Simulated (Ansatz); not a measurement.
# Ca on Ta(110): change of the work function, part 3 of 3

Aim: the work function of Ta(110) at several coverages of Ca (hollow site), and the dipole that each adsorbate carries.

Ansatz 0.2.0; plane-wave DFT, PBE, Ansatz PAW.

So far, work function, upper face (eV): step 2 (the clean slab) 4.77; step 3 (37 atoms, coverage 0.111 ML, cell 3x3) 2.76.

### 4. The covered slab, k-mesh 6×6×1, coverage 0.25 ML

System of this step: Ca/Ta(110). The cell holds 17 atoms: 16 Ta and 1 Ca. Its edges and angles: a = 5.733 Å, b = 5.733 Å, c = 28.121 Å, α = 90.0°, β = 90.0°, γ = 70.5°. Vacuum lies along c.

Another coverage, to see how the dipoles act on each other as their distance changes.

Contents of input.yaml:

```yaml
crystal:
  lattice:
    - [4.6810468914, -3.31, 0.0]
    - [4.6810468914, 3.31, 0.0]
    - [0.0, 0.0, 28.1214676618]
  atoms:
    - { symbol: Ta, position: [0.0, 0.0, 0.3200401952] }
    - { symbol: Ta, position: [0.25, 0.25, 0.4032692597] }
    - { symbol: Ta, position: [0.0, 0.0, 0.4865836048] }
    - { symbol: Ta, position: [0.25, 0.25, 0.5665706095] }
    - { symbol: Ta, position: [0.0, 0.5, 0.3200401952] }
    - { symbol: Ta, position: [0.25, 0.75, 0.4032692597] }
    - { symbol: Ta, position: [0.0, 0.5, 0.4865836048] }
    - { symbol: Ta, position: [0.25, 0.75, 0.5665706095] }
    - { symbol: Ta, position: [0.5, 0.0, 0.3200401952] }
    - { symbol: Ta, position: [0.75, 0.25, 0.4032692597] }
    - { symbol: Ta, position: [0.5, 0.0, 0.4865836048] }
    - { symbol: Ta, position: [0.75, 0.25, 0.5665706095] }
    - { symbol: Ta, position: [0.5, 0.5, 0.3200401952] }
    - { symbol: Ta, position: [0.75, 0.75, 0.4032692597] }
    - { symbol: Ta, position: [0.5, 0.5, 0.4865836048] }
    - { symbol: Ta, position: [0.75, 0.75, 0.5665706095] }
    - { symbol: Ca, position: [0.42, 0.42, 0.6799598048] }
kpoints:
  mp_grid: { grid: [6, 6, 1] }
hamiltonian:
  xc: pbe
scf:
  occupations: { method: fermi_dirac, width: 0.1 }
  convergence: { dr2_threshold: 1.0e-08 }
efield:
  axis: 3
  dipole_correction: true
  ramp_position: 0.97
  ramp_width: 0.06
relax:
  f_tol: 0.02
  max_steps: 60
  constraints: [{ sites: [0, 1, 4, 5, 8, 9, 12, 13] }]
output:
  dos: { projected: true, e_range: [-8, 4] }
  write_potential: true
  write_density: true
  volumetric_format: npy
  elf: true
```

The run is started by

```bash
ansatz run input.yaml --threads 4 --pin off --max-ram 16384MiB --backend cpu --events-out ev --progress --plain --runs-dir out
```

What it wrote:

```text
[...]
Crystal: 17 atoms, lattice volume = 871.443 Å³
Basis set: ecut = 420 eV, 17073 PW (Γ), exchange–correlation on 80×80×384 points (8 copies of the dense FFT grid, shifted against one another)
Bands: 131, of which v1, the nominal top of the filled ones, is band 109 counted from 1 (108 counted from 0)
Symmetry: 2 space group operations
[...]
k-points: 13 of 36 (time reversal used)
[...]
SCF iter   1: F=—  HF=-160724.918743 eV  |F-HF|=—  |Δ(HF+E_count)|=         —  Δρ=7.81e-3  dr2=3.66e1  ethr=1.77e-3  p=0.610 e·Å  D=1.27e-1 V/Å  ΔV_dip=-3.56 eV  dr2_dipole=3.05e1  V_vac-E_F(+/−)=1.55/5.11 eV  ⟨swp⟩=16.7  Hψ=10735  notcnv=0
[...]
SCF iter  11: F=-160724.311456 eV  HF=-160724.311456 eV  |F-HF|=1.46e-10  |Δ(HF+E_count)|=   3.71e-8  Δρ=4.64e-7  dr2=5.81e-9  ethr=4.59e-12  p=0.374 e·Å  D=7.77e-2 V/Å  ΔV_dip=-2.18 eV  dr2_dipole=9.85e-11  V_vac-E_F(+/−)=2.60/4.79 eV  ⟨swp⟩=12.6  Hψ=12777  notcnv=0
SCF 1 converged in 11 iterations: F = -160724.311456 eV  dr2 = 5.81e-9
[...]
relax step   1: F+E_penalty+E_count = -160724.31145580 eV  Δ(F+E_penalty+E_count) = +0.000e0 eV  max|allowed force component| = 1.182e0 eV/Å  Δτ_max = 0.0000 Å  (11 SCF iters, accepted)
[...]
SCF iter  11: F=-160724.525435 eV  HF=-160724.525435 eV  |F-HF|=4.92e-9  |Δ(HF+E_count)|=   9.98e-9  Δρ=4.44e-7  dr2=6.68e-9  ethr=1.00e-12  p=0.420 e·Å  D=8.72e-2 V/Å  ΔV_dip=-2.45 eV  dr2_dipole=1.87e-9  V_vac-E_F(+/−)=2.33/4.78 eV  ⟨swp⟩=11.9  Hψ=12286  notcnv=0
SCF 2 converged in 11 iterations: F = -160724.525435 eV  dr2 = 6.68e-9
relax step   2: F+E_penalty+E_count = -160724.52543535 eV  Δ(F+E_penalty+E_count) = -2.140e-1 eV  max|allowed force component| = 1.010e0 eV/Å  Δτ_max = 0.1945 Å  (11 SCF iters, accepted)
[...]
SCF iter  10: F=-160724.708587 eV  HF=-160724.708587 eV  |F-HF|=4.37e-10  |Δ(HF+E_count)|=   6.90e-9  Δρ=2.58e-7  dr2=1.53e-9  ethr=4.59e-12  p=0.462 e·Å  D=9.59e-2 V/Å  ΔV_dip=-2.70 eV  dr2_dipole=1.70e-12  V_vac-E_F(+/−)=2.07/4.77 eV  ⟨swp⟩=10.1  Hψ=11447  notcnv=0
SCF 3 converged in 10 iterations: F = -160724.708587 eV  dr2 = 1.53e-9
[...]
relax step   3: F+E_penalty+E_count = -160724.70858698 eV  Δ(F+E_penalty+E_count) = -1.832e-1 eV  max|allowed force component| = 4.178e-1 eV/Å  Δτ_max = 0.1993 Å  (10 SCF iters, accepted)
[...]
relax step   4: F+E_penalty+E_count = -160724.75091183 eV  Δ(F+E_penalty+E_count) = -4.232e-2 eV  max|allowed force component| = 9.294e-2 eV/Å  Δτ_max = 0.2000 Å  (9 SCF iters, accepted)
[...]
relax step   5: F+E_penalty+E_count = -160724.75700950 eV  Δ(F+E_penalty+E_count) = -6.098e-3 eV  max|allowed force component| = 4.829e-2 eV/Å  Δτ_max = 0.1087 Å  (8 SCF iters, accepted)
[...]
relax step   6: F+E_penalty+E_count = -160724.76638954 eV  Δ(F+E_penalty+E_count) = -9.380e-3 eV  max|allowed force component| = 3.507e-2 eV/Å  Δτ_max = 0.2000 Å  (9 SCF iters, accepted)
[...]
relax step   7: F+E_penalty+E_count = -160724.77230206 eV  Δ(F+E_penalty+E_count) = -5.913e-3 eV  max|allowed force component| = 3.042e-2 eV/Å  Δτ_max = 0.1958 Å  (9 SCF iters, accepted)
[...]
relax step   8: F+E_penalty+E_count = -160724.77343669 eV  Δ(F+E_penalty+E_count) = -1.135e-3 eV  max|allowed force component| = 4.772e-2 eV/Å  Δτ_max = 0.1598 Å  (9 SCF iters, accepted)
[...]
relax step   9: F+E_penalty+E_count = -160724.77167862 eV  Δ(F+E_penalty+E_count) = +1.758e-3 eV  max|allowed force component| = 1.026e-1 eV/Å  Δτ_max = 0.0277 Å  (8 SCF iters, rejected (line search))
SCF iter   1: F=—  HF=-160724.774572 eV  |F-HF|=—  |Δ(HF+E_count)|=         —  Δρ=6.54e-4  dr2=1.79e-2  ethr=1.39e-4  p=0.477 e·Å  D=9.91e-2 V/Å  ΔV_dip=-2.79 eV  dr2_dipole=2.80e-3  V_vac-E_F(+/−)=1.99/4.77 eV  ⟨swp⟩=3.0  Hψ=2826  notcnv=0
[...]
SCF iter   8: F=-160724.773835 eV  HF=-160724.773835 eV  |F-HF|=1.75e-10  |Δ(HF+E_count)|=   6.55e-9  Δρ=2.34e-7  dr2=1.67e-9  ethr=4.59e-12  p=0.478 e·Å  D=9.92e-2 V/Å  ΔV_dip=-2.79 eV  dr2_dipole=3.29e-10  V_vac-E_F(+/−)=1.98/4.77 eV  ⟨swp⟩=11.9  Hψ=12574  notcnv=0
SCF 10 converged in 8 iterations: F = -160724.773835 eV  dr2 = 1.67e-9
relax step  10: F+E_penalty+E_count = -160724.77383481 eV  Δ(F+E_penalty+E_count) = -3.981e-4 eV  max|allowed force component| = 1.258e-3 eV/Å  Δτ_max = 0.0111 Å  (8 SCF iters, accepted)
[...]
SCF converged after 8 iterations
Free energy (F): -160724.773835 eV
[...]
Internal energy: -160724.016403 eV  (E = F + TS)
E sigma→0 (E₀):  -160724.395119 eV
Entropy (-TS):   -0.757431 eV (-44.555 meV/atom)
Fermi energy:    4.475743 eV
Dipole field:    D = 0.099172 V/Å  (p = 0.477604 e·Å, saw-weighted, corrected)
Work function:   Φ+ = 1.9835 eV   Φ− = 4.7724 eV
[...]
--- Forces (eV/Å), atoms counted from 1 ---
  atom   1  Ta    -0.00007923     0.00000000     0.40449153
  atom   2  Ta    -0.00372305     0.00000000    -0.40532855
  atom   3  Ta    -0.00101902     0.00000000     0.00106975
  atom   4  Ta    -0.00060980     0.00000000    -0.00040273
  atom   5  Ta     0.00000256     0.00014630     0.40915167
  atom   6  Ta     0.00046565    -0.04133036    -0.41670938
  atom   7  Ta     0.00102673     0.00090777    -0.00060233
  atom   8  Ta    -0.00088511    -0.00022206    -0.00046436
  atom   9  Ta     0.00000256    -0.00014630     0.40915167
  atom  10  Ta     0.00046565     0.04133036    -0.41670938
  atom  11  Ta     0.00102673    -0.00090777    -0.00060233
  atom  12  Ta    -0.00088511     0.00022206    -0.00046436
  atom  13  Ta     0.00003177     0.00000000     0.42218843
  atom  14  Ta     0.00469457     0.00000000    -0.40570811
  atom  15  Ta    -0.00014441     0.00000000     0.00014253
  atom  16  Ta     0.00080983     0.00000000    -0.00047320
  atom  17  Ca    -0.00120210     0.00000000     0.00125808
  max |Σ_I F_I| component: 2.18e-5 eV/Å
--- Band table (eV; the first three rows and the last of 13) ---
  k-point 0: bands = [... 105 lower, 4.5961, 4.6645, 4.8732, 4.9004, 5.0083, 5.3327, 5.3411, 5.4585, ... 18 higher]
  k-point 1: bands = [... 105 lower, 4.3815, 4.5232, 4.7661, 4.8291, 4.8763, 4.9775, 5.1138, 5.1520, ... 18 higher]
  k-point 2: bands = [... 105 lower, 4.1783, 4.2424, 4.2677, 4.3130, 4.4192, 4.4559, 4.5064, 4.5797, ... 18 higher]
  k-point 12: bands = [... 105 lower, 4.3632, 4.4302, 4.5402, 4.6215, 4.6244, 4.6334, 4.7207, 4.8278, ... 18 higher]
--- Relaxed structure (10 steps of the walk, 9 accepted, 0 SCFs on fresh bases) ---
  F+E_penalty+E_count = -160724.77383481 eV   max|allowed force component| = 1.258e-3 eV/Å
  atoms:
    - { symbol: Ta, position: [0.0, 0.0, 0.3200401952] }
    - { symbol: Ta, position: [0.25, 0.25, 0.403269] }
    - { symbol: Ta, position: [3.862797e-5, 3.862797e-5, 0.485770] }
    - { symbol: Ta, position: [0.252658, 0.252658, 0.569520] }
    - { symbol: Ta, position: [0.0, 0.5, 0.3200401952] }
    - { symbol: Ta, position: [0.250000, 0.75, 0.403269] }
    - { symbol: Ta, position: [6.919914e-5, 0.499999, 0.487131] }
    - { symbol: Ta, position: [0.246934, 0.753241, 0.566461] }
    - { symbol: Ta, position: [0.5, 0.0, 0.3200401952] }
    - { symbol: Ta, position: [0.75, 0.250000, 0.403269] }
    - { symbol: Ta, position: [0.499999, 6.919914e-5, 0.487131] }
    - { symbol: Ta, position: [0.753241, 0.246934, 0.566461] }
    - { symbol: Ta, position: [0.5, 0.5, 0.3200401952] }
    - { symbol: Ta, position: [0.75, 0.75, 0.403269] }
    - { symbol: Ta, position: [0.500041, 0.500041, 0.486389] }
    - { symbol: Ta, position: [0.747505, 0.747505, 0.569467] }
    - { symbol: Ca, position: [0.500967, 0.500967, 0.660756] }
```

It took 9 min on 4 threads of Arm Neoverse V1, shared host; peak memory 3.1 GiB; 35 min of CPU time.

Step by step:

```csv
step,energy less that of the first step (eV),largest force component (eV/Å)
1,0.0000,1.1823
2,-0.2140,1.0095
3,-0.3971,0.4178
4,-0.4395,0.0929
5,-0.4456,0.0483
6,-0.4549,0.0351
7,-0.4608,0.0304
8,-0.4620,0.0477
9,-0.4602,0.1026
10,-0.4624,0.0013
```

Relaxation step 9 was tried and not accepted.

The run keeps the 2 symmetry operations that the program found, so distortions that break them were not tested.

The atoms that moved most (Å):

```csv
atom,dx,dy,dz,length
Ca17,0.758,0.000,-0.540,0.931
Ta4,0.025,0.000,0.083,0.087
Ta16,-0.023,0.000,0.081,0.085
Ta3,0.000,0.000,-0.023,0.023
Ta8,0.001,0.021,-0.003,0.021
Ta12,0.001,-0.021,-0.003,0.021
Ta7,0.000,0.000,0.015,0.015
Ta11,0.000,0.000,0.015,0.015
```

The relaxed structure:

```xyz
17
Lattice="4.6810 -3.3100 0.0000 4.6810 3.3100 0.0000 0.0000 0.0000 28.1215" Properties=species:S:1:pos:R:3
Ta    0.0000    0.0000    9.0000
Ta    2.3405    0.0000   11.3405
Ta    0.0004    0.0000   13.6606
Ta    2.3654    0.0000   16.0157
Ta    2.3405    1.6550    9.0000
Ta    4.6810    1.6550   11.3405
Ta    2.3408    1.6548   13.6988
Ta    4.6819    1.6759   15.9297
Ta    2.3405   -1.6550    9.0000
Ta    4.6810   -1.6550   11.3405
Ta    2.3408   -1.6548   13.6988
Ta    4.6819   -1.6759   15.9297
Ta    4.6810    0.0000    9.0000
Ta    7.0216    0.0000   11.3405
Ta    4.6814    0.0000   13.6780
Ta    6.9982    0.0000   16.0143
Ca    4.6901    0.0000   18.5814
```

Numbers from this step:

```yaml
energy_at_zero_smearing: -160724.3951 eV
work_function_upper_face: 1.984 eV
work_function_lower_face: 4.772 eV
dipole_along_the_normal: 0.4776 e·Å
step_between_the_vacuum_levels: -2.789 eV
```

Running mean over 2.341 Å of the planar mean; the ramp of the sawtooth is left out. Electron's electrostatic potential energy less the Fermi level against z:

```csv
z (Å),electron's electrostatic potential energy less the Fermi level (eV)
4,4.77
5,4.75
6,4.58
7,2.93
8,-5.20
9,-10.1
10,-10.0
11,-9.97
12,-9.95
13,-9.95
14,-10.2
15,-10.5
16,-10.1
17,-5.77
18,-0.525
19,-0.360
20,0.839
21,1.75
22,1.93
23,1.97
24,1.98
25,1.98
```

The density of states has structure finer than the step of the table below, so its rows give means over 0.25 eV. Peaks (eV: height): -1.440: 39.6, -1.230: 37.1, -1.080: 32.8, -0.960: 28.5, -0.780: 29.9, -0.660: 27.9, -0.240: 35.7.

Density of states against energy, zero at the Fermi level; means over each step:

```csv
energy (eV),density of states (states/eV a cell)
-7.75,0
-7.50,0.175
-7.25,0.895
-7.00,0.860
-6.75,0.946
-6.50,0.945
-6.25,1.74
-6.00,2.29
-5.75,2.38
-5.50,2.46
-5.25,1.47
-5.00,3.50
-4.75,4.48
-4.50,5.94
-4.25,6.78
-4.00,10.1
-3.75,11.3
-3.50,9.74
-3.25,14.7
-3.00,18.4
-2.75,15.4
-2.50,10.8
-2.25,10.5
-2.00,7.76
-1.75,9.72
-1.50,30.9
-1.25,29.0
-1.00,24.2
-0.75,25.2
-0.50,22.8
-0.25,29.0
0.00,23.7
0.25,17.7
0.50,14.5
0.75,14.5
1.00,14.7
1.25,14.3
1.50,14.4
```

Projected DOS per atom over height of the atomic layer and energy from the Fermi level. Layers: Ta4 Ta4 Ta4 Ta4 Ca from below.

Values in states/eV, 22 rows by 5 columns, each cell a mean:
```
0.86 0.38 0.41 0.64 0.12
0.67 0.49 0.55 0.97 0.23
0.79 0.44 0.51 0.95 0.83
1.36 0.84 0.79 1.17 0.45
1.83 1.33 1.41 1.64 0.23
1.92 1.21 1.11 1.41 0.15
1.82 1.62 1.46 1.77 0.18
1.20 1.47 1.62 1.79 1.09
0.44 0.36 0.39 0.66 0.24
0.71 0.69 0.64 0.74 0.04
0.96 1.18 1.18 0.93 0.03
0.71 0.86 0.90 0.80 0.05
0.53 0.78 0.82 0.57 0.06
0.33 0.48 0.52 0.36 0.04
0.26 0.29 0.30 0.28 0.04
0.14 0.15 0.14 0.15 0.02
0.14 0.15 0.15 0.15 0.02
0.12 0.15 0.15 0.13 0.01
0.05 0.09 0.09 0.06 0.00
0.03 0.08 0.08 0.04 0.00
0.02 0.05 0.06 0.03 0.00
0.00 0.00 0.00 0.00 0.00
```
Columns: height of the atomic layer (Å) from 9 to 18.6 (not evenly spaced); rows upwards: energy from the Fermi level (eV) from -7.96 to 1.75.

Electrostatic potential energy in the ca plane at fractional y = 0.500, with atoms of Ta and Ca within 0.2 Å of it. With pseudopotentials it is smooth inside the atoms' cores, unlike the true potential.

Values in eV, 8 rows by 16 columns, each cell a mean:
```
-27   4   5  -3 -40 -14   5   6   8   8   7   7   7   7   7   7
  0   4   2   5  -4   3   3   4   7   5   5   7   7   7   7   7
 -5   4   3   3 -11   0   4   4   3  -9   0   6   7   7   7   7
-33   4   5  -6 -48 -17   5   6  -7 -48 -11   5   7   7   7   7
-27   4   5  -4 -41 -13   5   6  -4 -39  -8   5   7   7   7   7
  0   4   2   5  -4   3   3   4   5  -2   2   6   7   7   7   7
 -6   4   3   3 -12   0   4   4   8   7   6   7   7   7   7   7
-33   4   5  -6 -47 -18   5   6   8   8   7   7   7   7   7   7
```
Columns run along c (16.0 Å, from fractional 0.33 to 0.90 of the cell; values clipped at the 3rd and 97th percentile), rows up along a (5.7 Å). Atoms in or near the plane, at fractional coordinates: Ta at (0.49, 0.00), Ta at (0.49, 0.50), Ca at (0.66, 0.50).

ELF in the ca plane at fractional y = 0.500, with atoms of Ta and Ca within 0.2 Å of it. It is the smooth field of the valence electrons, not physical close to the nuclei.

Ten even steps from '0' (0.00) to '9' (0.85), each cell a mean:
```
67346445525856734654456655432110000000000000
74355434532677424543456665432211100000000000
33454334553233245443456653211122110000000000
34554334565333455443456521000012321100000000
33454334553233245433465213431012442100000000
74355434532677424444464159985112454210000000
67346445525746734544552389997212455310000000
47346545426725734554552399998312455310000000
76345444534777524544563279996212454310000000
53355334542454235443465226762012443210000000
34554334564333355443456411110012332100000000
34554334564333355443456642100122211000000000
53355334542354235543456665322221100000000000
76345444533777624543456665432211000000000000
47346545525724734654456655432110000000000000
```
Columns run along c (16.0 Å, from fractional 0.33 to 0.90 of the cell), rows up along a (5.7 Å). Atoms in or near the plane, at fractional coordinates: Ta at (0.49, 0.00), Ta at (0.49, 0.50), Ca at (0.66, 0.50).

Valence density in the ca plane at fractional y = 0.500, with atoms of Ta and Ca within 0.2 Å of it. It is the smooth field of the valence electrons, not physical close to the nuclei.

Ten steps, logarithmic in the rise over the least value, from '0' (0.0 e/Å³) to '9' (6.2 e/Å³), each cell a mean:
```
98533333346899853333221110000000000000000000
76433333334787643333322110000000000000000000
44333333333454433333322111000000000000000000
33333333333333333333332211110000000000000000
54333333333454433333332223331000000000000000
76433333335787643333322357763100000000000000
98533333346899753333322479985200000000000000
98533333347999853333322479986200000000000000
87433333335888743333322368874200000000000000
65333333334566433333332235542100000000000000
43333333333344333333332222210000000000000000
43333333333344333333322111000000000000000000
65333333334566433333322110000000000000000000
87433333335898743333321110000000000000000000
98533333346999853333221110000000000000000000
```
Columns run along c (16.0 Å, from fractional 0.33 to 0.90 of the cell), rows up along a (5.7 Å). Atoms in or near the plane, at fractional coordinates: Ta at (0.49, 0.00), Ta at (0.49, 0.50), Ca at (0.66, 0.50).

The relaxation took 10 steps and lowered the energy by 0.46 eV; the largest force on the free atoms ends at 0.0013 eV/Å.

By hand: a sheet of dipoles makes a step −p/(ε₀A) in the electron's potential. With e/ε₀ = 180.95 V·Å, p = 0.4776 e·Å and A = 30.99 Å², that is −180.95 × (0.4776) / 30.99 = -2.789 eV, and the two vacuum levels of the run differ by -2.789 eV.

The covered face has 1.98 eV, -2.78 eV against the clean one; the bare back face has moved by -0.05 eV, a measure of how thin the slab is.

### 5. Work function against coverage

This step: plane-wave DFT, PBE, Ansatz PAW; work function against coverage (Ansatz 0.2.0).

The runs are now put side by side.

This step gave:

| Property | Result |
| --- | --- |
| work function of the clean face | 4.767 eV |
| largest change of the work function | -2.783 eV |

Table of work function of the covered face by coverage:

```csv
coverage (adsorbates/nm²),work function of the covered face (eV)
0.00,4.77
1.43,2.76
3.23,1.98
```

The dipole per adsorbate comes from the change of the cell's dipole. Coverage, by row:

```csv
coverage (1/nm²),coverage (ML),work function (eV),change (eV),"dipole per adsorbate, positive end outwards (debye)",mean height of the added atoms over the highest substrate atom (Å)
1.434,0.1111,2.76,-2.007,3.667,2.58
3.227,0.25,1.984,-2.783,2.252,2.566
```

### 6. What came out

* work function of the clean face: 4.77 eV
* work function at 0.11 ML: 2.76 eV
* work function at 0.25 ML: 1.98 eV
* dipole per adsorbate at 0.11 ML, positive end outwards: 3.67 D

In words: Ca lowers the work function of Ta(110) at the lowest coverage, by 2.01 eV: the adsorbate layer has its positive end outwards. The slab has 4 layers, at the tabulated experimental lattice constant, one starting site was run, and quantum-size effects of a slab this thin can reach one or two tenths of an eV.

[Long decimals in the printed logs are rounded to 6 places.]

[Logs are printed without paths, hosts, clocks, repeated set-up lines and the standing remarks that a program may print on its own settings, such as how far it seeks lower states.]

[Hosts, paths, dates, database ids (printed as entryN), source tags and the programs' standing remarks are cut or masked in the printed files.]

[Maps of the electrostatic potential energy from Ansatz leave out the sawtooth potential of an applied field or a dipole correction, so their vacuum need not be flat; planar profiles and work functions include it.]

[The density of states shown here was stored with 400 of the rows of the run's finer table, so its peaks can read low, often by over a quarter, or be missed, and its means over a window can be off by a tenth or more.]
